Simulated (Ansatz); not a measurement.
# A thicker film of BaZrO3 (001), BaO faces from four thinner ones

In a field along its normal an insulating film takes a dipole p. Written as a length, p/(ε₀AE), it should grow by 1 − 1/ε for each ångström added.

**Method.** Ansatz 0.2.0, plane waves with PAW datasets (its set soft_2), PBE; perovskite films relaxed at a bulk in-plane lattice constant near the measured one, then held in weak fields of both signs with a dipole correction (A is the cell's area, E the outer field).

| run | distance between the outer atoms (Å) | p/(ε₀AE) (Å) |
| --- | --- | --- |
| 2 units | 8.468 | 9.188 |
| 3 units | 12.719 | 12.530 |
| 4 units | 16.968 | 15.894 |
| 5 units | 21.214 | 19.264 |
| 6 units | 25.463 | ? |

**Question.** What value belongs in the row marked “?”, and how far can the other rows tell?

A least-squares line through the 4 rows shown has slope 0.7906 and intercept 2.4847; no row lies more than 0.010 Å off it. That slope means ε = 1/(1 − 0.7906) = 4.78. At 25.463 it gives 0.7906 × 25.463 + 2.4847 = 22.616 Å, beyond the rows fitted. Rounding and scatter of the rows alone allow about ±0.017 Å there.

The run itself gives 22.637 Å: a miss of +0.021 Å, or 0.1 % of the value. The length is met to within 1 %, though ε is more sensitive than the length: the two thickest films give ε = 4.85.

Caveats: This is the electronic response alone. A unit is one step of the cut along the normal (a plane, a pair of planes or a cell), and the layers relax along it, away from their bulk spacing where the functional's lattice constant differs from the one held.
